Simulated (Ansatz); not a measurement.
# HfB2 (P6/mmm): phonon-mediated transition temperature, part 2 of 2

What Tc do the phonons of HfB2 (P6/mmm) give, and how does it depend on μ*? The cell shown first is a relaxed one, from steps not shown here.

Ansatz 0.2.0; DFT PBE, scalar-relativistic, plane waves, PAW; PAW set soft_1.

So far, log mean phonon energy ħω_log (meV): step 2 (resistivity: q 3×3×3, k 12×12×9, scattering 18×18×12) 38.4.

### Step 4. Resistivity: q 6×6×4, k 18×18×16, scattering 30×30×20

The next rung changes the k mesh of the density and its response; the scattering mesh, which samples the Fermi surface.

Input file input.yaml:

```yaml
crystal:
  lattice:
    - [3.1439123144, 0.0, 0.0]
    - [-1.5719561572, 2.7227079315, 0.0]
    - [0.0, 0.0, 3.4899586395]
  atoms:
    - { symbol: Hf, position: [0.0, 0.0, 0.0] }
    - { symbol: B, position: [0.3333333333, 0.6666666667, 0.5] }
    - { symbol: B, position: [0.6666666667, 0.3333333333, 0.5] }
kpoints:
  mp_grid: { grid: [18, 18, 16] }
hamiltonian:
  xc: pbe
  pseudopotentials: { kind: paw, azcp: { folder: soft_1 } }
scf:
  occupations: { method: methfessel_paxton, width: 0.2 }
output:
  eigenvalues: true
phonons:
  method: dfpt
  qmesh: [6, 6, 4]
  temperatures: { t_max: 1000, t_step: 50 }
  qpath:
    path:
      - [[0.0, 0.0, 0.0], [0.5, 0.0, 0.0], [0.33333333, 0.33333333, 0.0], [0.0, 0.0, 0.0], [0.0, 0.0, 0.5], [0.5, 0.0, 0.5], [0.33333333, 0.33333333, 0.5], [0.0, 0.0, 0.5]]
      - [[0.5, 0.0, 0.5], [0.5, 0.0, 0.0]]
    npoints: 6
  electrical_resistivity:
    mesh: [30, 30, 20]
    temperatures: [20.0, 50.0, 80.0, 100.0, 150.0, 200.0, 273.0, 300.0, 400.0, 500.0, 600.0, 800.0]
  superconductivity: { mesh: [30, 30, 20] }
```

Started as:

```bash
$ ansatz run input.yaml --threads 16 --pin off --max-ram 92160MiB --backend cuda --events-out ev --progress --plain --runs-dir out --max-vram 78GiB
```

Numbers of over 12 decimals in the logs are rounded to 6 here.

Log:

```text
[...]
Crystal: 3 atoms, lattice volume = 29.874 Å³
Basis set: ecut = 420 eV, 563 PW (Γ), exchange–correlation on 48×48×48 points (8 copies of the dense FFT grid, shifted against one another)
Bands: 20, of which v1, the nominal top of the filled ones, is band 16 counted from 1 (15 counted from 0)
Symmetry: 24 space group operations
k-points: 333 of 5184
[...]
SCF iter   1: F=—  HF=-16037.741937 eV  |F-HF|=—  |Δ(HF+E_count)|=         —  Δρ=6.67e-2  dr2=2.15e0  ethr=3.10e-3  ⟨swp⟩=3.7  Hψ=26062  notcnv=0
[...]
SCF iter   2: F=—  HF=-16037.262486 eV  |F-HF|=—  |Δ(HF+E_count)|=   4.79e-1  S|Δr|=    0.00e0  Δρ=3.56e-2  dr2=6.19e-1  ethr=3.10e-3  ⟨swp⟩=3.0  Hψ=14245  notcnv=0
[...]
SCF iter  10: F=-16037.059924 eV  HF=-16037.059924 eV  |F-HF|=3.64e-12  |Δ(HF+E_count)|=  1.82e-12  S|Δr|=    0.00e0  Δρ=4.88e-8  dr2=4.17e-13  ethr=1.00e-12  ⟨swp⟩=6.3  Hψ=37465  notcnv=0
SCF 1 converged in 10 iterations: F = -16037.059924 eV  dr2 = 4.17e-13
[...]
SCF iter   2: F=-16037.059924 eV  HF=-16037.059924 eV  |F-HF|=1.82e-12  |Δ(HF+E_count)|=   2.70e-5  S|Δr|=    0.00e0  Δρ=3.54e-8  dr2=3.24e-13  ethr=1.00e-12  ⟨swp⟩=7.1  Hψ=34340  notcnv=0
SCF 2 converged in 2 iterations: F = -16037.059924 eV  dr2 = 3.24e-13
[...]
SCF 3 converged in 10 iterations: F = -16037.059924 eV  dr2 = 4.17e-13
[...]
SCF converged after 10 iterations
[...]
vibrations of 144 cells: unjudged by the run; compare a larger repeat
[...]
--- Superconductivity: potentials and phonons of a 6×6×4 supercell ---
           mesh         λ    ħω_log (meV)  μ* declared at (meV)
       30×30×20    0.1292          38.545               55.516
       15×15×10    0.1073          37.661               54.672
  λ by the species' shares of the modes' patterns: Hf 0.0657, B 0.0635
[...]
0.08      0.000         0.000    none_found    none_found    none_found    none_found     none_found
      0.10      0.000         0.000    none_found    none_found    none_found    none_found     none_found
      0.12          -             -    none_found    none_found    none_found    none_found     none_found
      0.13          -             -    none_found    none_found    none_found    none_found     none_found
      0.14          -             -    none_found    none_found    none_found    none_found     none_found
      0.16          -             -    none_found    none_found    none_found    none_found     none_found
      0.20          -             -    none_found    none_found    none_found    none_found     none_found
  none_found: no transition down to 0.1 K
[...]
vibrations of 144 cells: unjudged by the run; compare a larger repeat
[...]
```

It took 4.4 min on 1 × NVIDIA GB200 with 16 threads of Arm Neoverse V2, shared host; peak memory 18 GiB; 17 min of CPU time.

Numbers from this step:

```yaml
zero_point_energy: 0.2625 eV/cell
highest_frequency_solved_or_plainly_interpolated: 817.1 cm⁻¹
debye_temperature_second_moment: 977 K
resistivity_at_300_k: 5.094 μΩ cm, mean of the axes
coupling_constant_lambda: 0.1292
density_of_states_at_the_fermi_level: 0.1362 states/eV a spin and cell
log_mean_phonon_energy_omega_log: 38.55 meV
transport_coupling_constant_lambda_tr: 0.1273, 0.1273, 0.1415 (xx, yy, zz)
drude_plasma_energy: 4.775, 4.775, 4.588 eV (xx, yy, zz)
resistivity_times_mean_free_path: 21.08, 21.08, 22.77 × 10⁻¹⁶ Ω m² (xx, yy, zz)
second_moment_phonon_energy_omega: 55.52 meV
```

An empty cell: under 1 mK by a formula, or no transition down to the floor of the Eliashberg search. Transition temperatures:

```tsv
μ*	McMillan Tc (K)	Allen–Dynes Tc (K)
0.08	-	-
0.1	-	-
0.12	-	-
0.13	-	-
0.14	-	-
0.16	-	-
0.2	-	-
```

The Eliashberg function α²F has structure finer than the step of the table below, so its rows give means over 2.5 meV, whole bins alone (the curve runs from 0.395 to 101 meV). Peaks (meV: height): α²F 20.95: 0.176, 67.59: 0.240, 93.68: 0.134; α²F tr 20.95: 0.184, 67.59: 0.255, 93.68: 0.143.

Table of Eliashberg function α²F by phonon energy; means over each step:

```tsv
phonon energy (meV)	α²F	α²F tr
2.5	5.9e-5	2.4e-5
5.0	2.2e-4	1.7e-4
7.5	4.7e-4	3.6e-4
10.0	9.5e-4	7.5e-4
12.5	0.00231	0.00204
15.0	0.00594	0.00606
17.5	0.0204	0.0207
20.0	0.107	0.110
22.5	0.0966	0.0943
25.0	0.0406	0.0429
27.5	4.1e-4	5.7e-4
30.0	0	0
32.5	0	0
35.0	0	0
37.5	0	0
40.0	0	0
42.5	0	0
45.0	0	0
47.5	0	0
50.0	1.0e-5	5.2e-6
52.5	7.0e-4	4.7e-4
55.0	0.00417	0.00304
57.5	0.00748	0.00677
60.0	0.0141	0.0149
62.5	0.0400	0.0425
65.0	0.0969	0.0998
67.5	0.185	0.200
70.0	0.110	0.114
72.5	0.0730	0.0709
75.0	0.0469	0.0421
77.5	0.0206	0.0213
80.0	0.0213	0.0224
82.5	0.0238	0.0243
85.0	0.0223	0.0235
87.5	0.0120	0.0136
90.0	0.0201	0.0233
92.5	0.0727	0.0796
95.0	0.0760	0.0835
97.5	0.0456	0.0470
```

The Eliashberg function α²F has structure finer than the step of the table below, so its rows give means over 2.5 meV, whole bins alone (the curve runs from 0.395 to 101 meV). Peaks (meV: height): α²F 20.95: 0.176, 67.59: 0.240, 93.68: 0.134; Hf 20.95: 0.175; B 67.59: 0.240, 93.68: 0.134.

The Eliashberg function α²F by phonon energy; means over each step:

```tsv
phonon energy (meV)	α²F	Hf	B
2.5	5.9e-5	2.7e-5	0
5.0	2.2e-4	2.2e-4	0
7.5	4.7e-4	4.1e-4	9.0e-6
10.0	9.5e-4	8.9e-4	9.3e-5
12.5	0.00231	0.00217	1.4e-4
15.0	0.00594	0.00564	2.8e-4
17.5	0.0204	0.0199	4.9e-4
20.0	0.107	0.106	9.1e-4
22.5	0.0966	0.0962	3.8e-4
25.0	0.0406	0.0405	1.2e-4
27.5	4.1e-4	4.1e-4	0
30.0	0	0	0
32.5	0	0	0
35.0	0	0	0
37.5	0	0	0
40.0	0	0	0
42.5	0	0	0
45.0	0	0	0
47.5	0	0	0
50.0	1.0e-5	0	1.0e-5
52.5	7.0e-4	1.6e-5	6.9e-4
55.0	0.00417	2.5e-4	0.00396
57.5	0.00748	3.0e-4	0.00720
60.0	0.0141	3.9e-4	0.0137
62.5	0.0400	9.1e-4	0.0391
65.0	0.0969	0.00137	0.0956
67.5	0.185	6.3e-4	0.184
70.0	0.110	1.8e-4	0.110
72.5	0.0730	1.0e-4	0.0729
75.0	0.0469	5.4e-5	0.0468
77.5	0.0206	0	0.0205
80.0	0.0213	0	0.0213
82.5	0.0238	3.9e-5	0.0238
85.0	0.0223	5.6e-5	0.0222
87.5	0.0120	0	0.0120
90.0	0.0201	1.5e-5	0.0201
92.5	0.0727	1.2e-4	0.0726
95.0	0.0760	5.9e-5	0.0759
97.5	0.0456	0	0.0456
```

### Step 5. What came out

```json
{"meshes": "q 6×6×4, k 18×18×16, scattering 30×30×20", "coupling constant λ": "0.129", "log mean phonon energy ħω_log": "38.5 meV"}
```

**Reading.** In the last run (PBE, q 6×6×4, k 18×18×16, scattering 30×30×20), with λ = 0.13 and ħω_log = 38.5 meV, Tc at μ* = 0.13 is under 1 mK by the formulas. In that run Allen and Dynes's formula gives no transition above 0.05 K at μ* = 0.10 or more. By the run's own test λ is not converged in the fine mesh: it moves by 17 % between the two finest. The run's transport test calls it not converged in the mesh; ρ(300 K) moves by 15 % in the component that moves most. Over the runs, λ takes the values 0.117, 0.125 and 0.129, in the order shown. No spin–orbit coupling, which matters for Hf. μ* is a typed number, phonons are harmonic, and spin fluctuations are left out; with λ this near or under μ*(1 + 0.62 λ), the formulas give Tc only to its order of magnitude, or none.

[Logs are printed without paths, hosts, clocks, repeated set-up lines and the standing remarks that a program may print on its own settings, such as how far it seeks lower states.]

[Hosts, paths, dates, database ids (printed as entryN), source tags and the programs' standing remarks are cut or masked in the printed files.]
